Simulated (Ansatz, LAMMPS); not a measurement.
# Relaxing amorphous Hg33S25Se8 (66 atoms), part 2 of 2

Aim: bring amorphous Hg33S25Se8 (66 atoms) to a nearby minimum of the energy and see what moves.

Ansatz 0.2.0; Kohn-Sham DFT, r2SCAN, PAW (set soft_2), plane waves.

The cell: 33 Hg, 25 S and 8 Se. The quench rate of 100 K/ps is orders of magnitude faster than experiment. The network of bonds at the start is that of the classical potential that made the cell. The Brillouin zone is sampled at Γ only, in a cell whose shortest periodic width is 12 Å. The levels lack spin–orbit coupling.

So far. Step 3 (Relaxation): The relaxation changed the energy by -322 meV/atom, and atoms moved by 1.2 Å r.m.s., 2.5 Å at most.

## (5) Single point at the relaxed geometry

One more single point at the end of the walk gives the fuller output and checks the residual forces.

Contents of input.yaml:

```yaml
crystal:
  lattice:
    - [12.034, 0.0, 0.0]
    - [0.0, 12.034, 0.0]
    - [0.0, 0.0, 12.034]
  atoms:
    - { symbol: Hg, position: [0.56506, 0.61799, 0.19797] }
    - { symbol: Hg, position: [0.00853, 0.0371, 0.55988] }
    - { symbol: Hg, position: [0.15071, 0.27161, 0.84895] }
    - { symbol: Hg, position: [0.96838, 0.74872, 0.65785] }
    - { symbol: Hg, position: [0.19717, 0.82436, 0.42534] }
    - { symbol: Hg, position: [0.6997, 0.68091, 0.60128] }
    - { symbol: Hg, position: [0.18116, 0.14734, 0.12841] }
    - { symbol: Hg, position: [0.70244, 0.47822, 0.87435] }
    - { symbol: Hg, position: [0.70058, 0.38617, 0.56884] }
    - { symbol: Hg, position: [0.24032, 0.44405, 0.38687] }
    - { symbol: Hg, position: [0.53974, 0.36502, 0.31896] }
    - { symbol: Hg, position: [0.01577, 0.36662, 0.0717] }
    - { symbol: Hg, position: [0.86575, 0.09583, 0.30447] }
    - { symbol: Hg, position: [0.78887, 0.80769, 0.88087] }
    - { symbol: Hg, position: [0.35646, 0.99576, 0.94146] }
    - { symbol: Hg, position: [0.45157, 0.68736, 0.938] }
    - { symbol: Hg, position: [0.53091, 0.55976, 0.67105] }
    - { symbol: Hg, position: [0.63047, 0.00662, 0.08124] }
    - { symbol: Hg, position: [0.45435, 0.83453, 0.63498] }
    - { symbol: Hg, position: [0.95942, 0.29124, 0.73444] }
    - { symbol: Hg, position: [0.31072, 0.85395, 0.17668] }
    - { symbol: Hg, position: [0.71501, 0.05894, 0.63826] }
    - { symbol: Hg, position: [0.3471, 0.42089, 0.09437] }
    - { symbol: Hg, position: [0.95295, 0.44548, 0.40487] }
    - { symbol: Hg, position: [0.52532, 0.22989, 0.84388] }
    - { symbol: Hg, position: [0.89619, 0.78723, 0.35924] }
    - { symbol: Hg, position: [0.8998, 0.09341, 0.95164] }
    - { symbol: Hg, position: [0.60131, 0.87624, 0.37654] }
    - { symbol: Hg, position: [0.22563, 0.13467, 0.41021] }
    - { symbol: Hg, position: [0.23073, 0.64133, 0.68299] }
    - { symbol: Hg, position: [0.26472, 0.07748, 0.68327] }
    - { symbol: Hg, position: [0.12602, 0.75488, 0.9429] }
    - { symbol: Hg, position: [0.10847, 0.625, 0.21267] }
    - { symbol: S, position: [0.58936, 0.06975, 0.41446] }
    - { symbol: S, position: [0.47915, 0.12757, 0.02885] }
    - { symbol: S, position: [0.55455, 0.42523, 0.12882] }
    - { symbol: S, position: [0.63068, 0.68378, 0.37794] }
    - { symbol: S, position: [0.06274, 0.63182, 0.79162] }
    - { symbol: S, position: [0.31481, 0.82529, 0.84497] }
    - { symbol: S, position: [0.82465, 0.84203, 0.55256] }
    - { symbol: S, position: [0.30675, 0.58488, 0.26434] }
    - { symbol: S, position: [0.68944, 0.65648, 0.95554] }
    - { symbol: S, position: [0.04119, 0.0132, 0.33112] }
    - { symbol: S, position: [0.06259, 0.68266, 0.45346] }
    - { symbol: S, position: [0.37036, 0.67541, 0.54816] }
    - { symbol: S, position: [0.15082, 0.92363, 0.63866] }
    - { symbol: S, position: [0.88178, 0.96173, 0.80464] }
    - { symbol: S, position: [0.49545, 0.80388, 0.11056] }
    - { symbol: S, position: [0.81432, 0.93137, 0.11269] }
    - { symbol: S, position: [0.67279, 0.15017, 0.28846] }
    - { symbol: S, position: [0.29753, 0.25998, 0.23889] }
    - { symbol: S, position: [0.83376, 0.76989, 0.16916] }
    - { symbol: S, position: [0.87976, 0.22382, 0.09796] }
    - { symbol: S, position: [0.11544, 0.82585, 0.12763] }
    - { symbol: S, position: [0.71738, 0.29529, 0.8063] }
    - { symbol: S, position: [0.14162, 0.07396, 0.94978] }
    - { symbol: S, position: [0.33326, 0.95979, 0.37466] }
    - { symbol: S, position: [0.85995, 0.1726, 0.56084] }
    - { symbol: Se, position: [0.17615, 0.46, 0.97387] }
    - { symbol: Se, position: [0.50465, 0.34044, 0.52026] }
    - { symbol: Se, position: [0.88154, 0.48169, 0.60165] }
    - { symbol: Se, position: [0.55847, 0.97373, 0.74438] }
    - { symbol: Se, position: [0.34245, 0.2609, 0.73169] }
    - { symbol: Se, position: [0.13557, 0.30848, 0.5035] }
    - { symbol: Se, position: [0.41756, 0.50012, 0.84089] }
    - { symbol: Se, position: [0.92009, 0.52136, 0.21105] }
kpoints:
  mp_grid: { grid: [1, 1, 1] }
hamiltonian:
  xc: r2scan
scf:
  occupations: { method: gaussian, width: 0.025 }
output:
  forces: true
  stress: true
  populations: true
  dos:
    method: { smearing: { sigma: 0.08 } }
    de: 0.1
    projected: { site_lists: { Hg: [Hg], S: [S], Se: [Se] } }
  eigenvalues: true
  write_density: true
  write_potential: true
  volumetric_format: npy
  elf: true
```

Started as:

```sh
> ansatz run input.yaml --threads 4 --pin off --max-ram 8192MiB --backend cpu --events-out ev --progress --plain --runs-dir out
```

The program printed:

```text
[...]
Crystal: 66 atoms, lattice volume = 1742.730 Å³
Basis set: ecut = 500 eV, 44059 PW (Γ), exchange–correlation on 360×360×360 points (64 copies of the dense FFT grid, shifted against one another)
Bands: 563, of which v1, the nominal top of the filled ones, is band 469 counted from 1 (468 counted from 0)
Symmetry: 1 space group operations
[...]
k-points: 1
[...]
SCF iter   1: F=—  HF=-522795.222236 eV  |F-HF|=—  |Δ(HF+E_count)|=         —  Δρ=7.50e-3  dr2=8.25e-1  dr2_τ=8.09e-1  ethr=1.77e-3  ⟨swp⟩=6.0  Hψ=2194  notcnv=0  defer=21
[...]
SCF iter  10: F=-522795.291405 eV  HF=-522795.291405 eV  |F-HF|=1.86e-9  |Δ(HF+E_count)|=   5.54e-8  Δρ=6.94e-7  dr2=1.69e-8  dr2_τ=9.95e-10  ethr=1.07e-11  ⟨swp⟩=15.0  Hψ=3986  notcnv=0
SCF 1 converged in 10 iterations: F = -522795.291405 eV  dr2 = 1.69e-8
[...]
SCF converged after 10 iterations
Free energy (F): -522795.291405 eV
[...]
Internal energy: -522795.291405 eV  (E = F + TS)
E sigma→0 (E₀):  -522795.291405 eV
Fermi energy:    8.457512 eV
[...]
--- Forces (eV/Å), atoms counted from 1 ---
  atom   1  Hg     0.04030825    -0.01727898     0.03862854
  atom   2  Hg    -0.24631870     0.20988621    -0.04416717
  atom   3  Hg    -0.02135678    -0.01742127    -0.06418283
  atom   4  Hg     0.01766743    -0.02637335     0.00366178
  atom   5  Hg     0.02423682    -0.00150732     0.00143104
  atom   6  Hg    -0.09006822    -0.06815657     0.04425710
  atom   7  Hg     0.17842347     0.05313892    -0.24455756
  atom   8  Hg     0.03207946     0.00428030     0.00586484
  atom   9  Hg    -0.07117139    -0.03313825    -0.03692994
  atom  10  Hg    -0.00329754     0.04226694     0.02835213
  atom  11  Hg     0.01563654    -0.01801302     0.01869094
  atom  12  Hg    -0.07259127    -0.16900859     0.00123895
  atom  13  Hg    -0.00048742     0.05238641    -0.05855727
  atom  14  Hg    -0.00690511     0.01572702    -0.00504029
[...]
atom  65  Se    -0.02258472     0.06149378     0.00655395
  atom  66  Se     0.02598354     0.03132751     0.05606533
  max |Σ_I F_I| component: 3.08e-5 eV/Å
--- Stress (GPa, compression-positive) ---
        1.169842      -0.028829      -0.261559
       -0.028829       0.634453       0.057700
       -0.261559       0.057700       1.832862
  P = ⅓ Tr σ = 1.2124 GPa (12.124 kbar)
--- Band table (eV) ---
[...]
--- Löwdin populations: 66 sites ---
  site symbol       q [e]
     0     Hg     18.9063
     1     Hg     18.9667
     2     Hg     19.1212
[...]
65     Se     16.7311
  spilling = 0.006898 (of n_electrons = 938.000000)
```

It took 39 s on 4 threads of Intel Xeon 6975P-C (Granite Rapids), shared host; peak memory 5.3 GiB; 2.5 min of CPU time.

Reading the cycles: dr2 is the Hartree energy of the density residual (eV), the measure of convergence; HF is the Harris–Foulkes estimate of the energy, which meets the free energy F at convergence.

Read from the output:

| Quantity | Value |
| --- | --- |
| free energy | -522795.2914 eV |
| free energy per atom | -7921.1408 eV/atom |
| SCF cycles | 10 |
| pressure | 1.212 GPa |
| r.m.s. force component | 0.05868 eV/Å |
| longest force | 0.3266 eV/Å |
| Fermi energy | 8.458 eV |
| gap (highest filled to lowest empty level) | 1.373 eV |
| spilling of the projection | 0.006898 |

Length of the force by element:

```tsv
element	coordination	atoms	mean length of the force (eV/Å)	spread	least	most
Hg	all	33	0.0742	0.0729	0.0123	0.327
S	all	25	0.0804	0.0712	0.0206	0.249
Se	all	8	0.0646	0.0193	0.0294	0.0936
```

Löwdin charges by element (they lack the spilled electrons, 0.098 e an atom on average):

```tsv
element	coordination	atoms	mean charge (e)	spread	least	most
Hg	all	33	0.973	0.114	0.542	1.09
S	all	25	-0.781	0.197	-1.01	-0.322
Se	all	8	-0.763	0.0603	-0.858	-0.675
```

Density of states as counts of states in windows of 1 eV (from the Fermi level), total and the larger projections:

```tsv
from (eV)	to (eV)	total	Hg d	S p	Hg s	Se p	S s
-14	-13	41.8	3.0	0.4	2.5	0.2	23.5
-13	-12	3.2	0.3	0.2	0.1	0.0	2.5
-12	-11	2.6	0.2	0.3	0.1	0.0	2.0
-11	-9	0.0	0.0	0.0	0.0	0.0	0.0
-9	-8	42.6	33.4	5.7	1.3	1.1	0.7
-8	-7	209.7	194.4	8.2	2.2	2.4	1.5
-7	-6	77.7	73.5	1.4	0.8	0.5	1.1
-6	-5	26.2	5.8	8.2	8.9	2.0	0.8
-5	-4	37.5	5.5	14.4	11.6	3.7	1.4
-4	-3	30.9	2.5	18.6	3.4	4.7	0.5
-3	-2	44.3	2.9	26.9	1.9	10.3	0.4
-2	-1	48.1	3.4	29.7	1.6	11.2	0.2
-1	0	11.0	0.7	6.8	0.8	2.2	0.1
0	1	2.0	0.1	0.6	0.7	0.3	0.1
1	2	28.1	0.9	7.6	10.3	3.3	0.8
2	3	34.3	0.8	9.8	10.9	3.1	0.7
3	4	26.1	0.3	3.7	3.1	0.9	0.2
4	5	27.6	0.1	1.5	1.2	0.4	0.1
```

The curve was stored every 0.10 eV, coarse against its broadening of 0.08 eV, so these counts are rough.

Between -26 and -14 eV lie 18 more states.

The stored curve holds about 594 of the 938 electrons; the rest, give or take the few that broadening carries across the Fermi level, lie in deeper levels below its range.

The levels nearest the highest filled one (over half full), pooled over k-points and spins:

```tsv
level less the highest filled one (eV)	occupation
-0.360	2
-0.292	2
-0.214	2
-0.179	2
-0.154	2
0	2
1.37	0
1.84	0
1.85	0
1.97	0
2.08	0
2.12	0
```

Electrostatic potential energy in the bc plane at fractional x = 0.136, with atoms of Hg and S and Se within 0.2 Å of it. With pseudopotentials it is smooth inside the atoms' cores, unlike the true potential.

Ten even steps from '0' (-32 eV) to '9' (13 eV), each cell a mean:
```
6111279999998645547999850000589999
6111278865688754468999840000489999
8644787300037988899999873113799999
9999997100017999999988888778999999
9999998410148999999976689999999999
9999999876789999999976789999999999
9999999999999999999987789999998789
8999999999999999999987789999973125
7999999999999999999988889999840102
8999999998889999999999999999973125
9999999975555899999999999999998788
9999999856775699999999988998889999
9999889855654799999999767875468999
9998778886567888999999877752137899
9998778999999988899999998874358999
8999889999999998999999999988889999
9999999999999999999887889999999999
9999999999999999998521258999999999
9999888999999999997200027998889999
9986324799999999998400038863247999
9973001589999999999865688830105899
9984102689999999999999999841016999
9987667899999887789999999876679999
8644789999999754458999985335899999
```
Columns run along b (12.0 Å; values clipped at the 3rd and 97th percentile), rows up along c (12.0 Å). Atoms in or near the plane, at fractional coordinates: Hg at (0.27, 0.85), Hg at (0.75, 0.94), S at (0.92, 0.64), S at (0.07, 0.95), Se at (0.31, 0.50).

Valence density in the bc plane at fractional x = 0.136, with atoms of Hg and S and Se within 0.2 Å of it. It is the smooth field of the valence electrons, not physical close to the nuclei.

Ten steps, logarithmic in the rise over the least value, from '0' (0 e/Å³) to '9' (28 e/Å³), each cell a mean:
```
2322321000001246642100136776310001
2322321123211234421000146886310001
1222212467642111110000124554200000
0011112578752100000011111211000000
0000001466641000000122221000000000
0000000122210000000122221000000000
0000000000000000000112211000011221
1100000000000000000011210000123332
2100000000000000000001110000123223
1100000001211000000000000000123332
1000000123553100000000000000011221
0000000137995210000001111111111000
0001111125874210000001222223321000
0011221112222111000001222234542100
1111211000111111100000111123431000
1111110000000001000000000011110001
1110000000000000000112110000000001
0000000000000000001356531000000000
0001111000000000002477752111110000
0012443200000000001467642123322100
0024665310000000000133311233232100
0013564210000000000000001123332100
0112222100001112210000001122221000
1233211000001234431000013443210000
```
Columns run along b (12.0 Å), rows up along c (12.0 Å). Atoms in or near the plane, at fractional coordinates: Hg at (0.27, 0.85), Hg at (0.75, 0.94), S at (0.92, 0.64), S at (0.07, 0.95), Se at (0.31, 0.50).

Mean Löwdin charges: Hg +0.97, S -0.78, Se -0.76 e (they miss 0.69 % of the electrons, so they add up to more than the cell's charge). The largest share in the top eV of filled states is S p (64 % of the projected weight), and in the lowest eV of empty states Hg s (45 % of the projected weight).

Local excerpt of 14 atoms (numbers count through the whole input) about Hg2, which bears the longest force; x, y, z are measured from there.

```tsv
atom	x	y	z	distance (Å)	Löwdin charge (e)	Fx	Fy	Fz (eV/Å)
Hg2	0.00	0.00	0.00	0.00	1.03	-0.246	0.210	-0.044
S46	1.71	-1.37	0.95	2.39	-0.85	0.144	-0.119	0.165
S58	-1.79	1.63	0.01	2.42	-0.86	0.108	-0.098	0.016
S43	0.39	-0.29	-2.75	2.80	-0.97	-0.065	-0.026	-0.018
S40	-2.21	-2.35	-0.09	3.23	-0.88	0.025	0.056	-0.023
Hg29	2.61	1.17	-1.80	3.38	1.03	-0.060	0.023	-0.005
S47	-1.53	-0.91	2.95	3.44	-0.83	0.031	-0.016	-0.007
Hg31	3.08	0.49	1.48	3.46	0.93	0.055	0.004	-0.006
Hg13	-1.72	0.71	-3.07	3.59	1.01	0.000	0.052	-0.059
Hg22	-3.53	0.26	0.94	3.67	1.03	0.036	0.031	-0.068
Se64	1.53	3.27	-0.68	3.67	-0.76	-0.007	0.072	-0.009
Hg4	-0.48	-3.47	1.18	3.70	1.05	0.018	-0.026	0.004
Hg20	-0.59	3.06	2.10	3.76	0.54	-0.040	-0.012	-0.019
Hg5	2.27	-2.56	-1.62	3.79	1.04	0.024	-0.002	0.001
```

## (6) What came out

```json
{
 "energy change in the relaxation": "-322 meV/atom",
 "r.m.s. displacement": "1.225 Å",
 "largest displacement": "2.515 Å",
 "free energy per atom": "-7921.1408 eV/atom",
 "pressure": "1.212 GPa",
 "r.m.s. force component": "0.05868 eV/Å",
 "gap (highest filled to lowest empty level)": "1.373 eV",
 "wall time of the 2 DFT runs": "18 min"
}
```

What this shows: Relaxation lowers the energy by 322 meV/atom and moves atoms by 1.2 Å r.m.s. The relaxation stopped at its limit, so this isn't yet a minimum. First to last step the energy falls by 21.253 eV; the largest move, 2.52 Å, is that of Hg1, with 1 other atom within 2 % of it. The relaxation was not finished: the largest force component stood at 0.25 eV/Å. The highest filled and lowest empty levels differ by 1.37 eV (at Γ alone); a semilocal functional tends to put such gaps too low. In a disordered cell it changes from sample to sample, and tail or defect levels can set it.

What to keep in mind: The starting topology of bonds comes from the classical model; in DFT atoms moved by 1.2 Å r.m.s.

[Logs are printed without paths, hosts, clocks, repeated set-up lines and the standing remarks that a program may print on its own settings, such as how far it seeks lower states.]

[Hosts, paths, dates, database ids (printed as entryN), source tags and the programs' standing remarks are cut or masked in the printed files.]
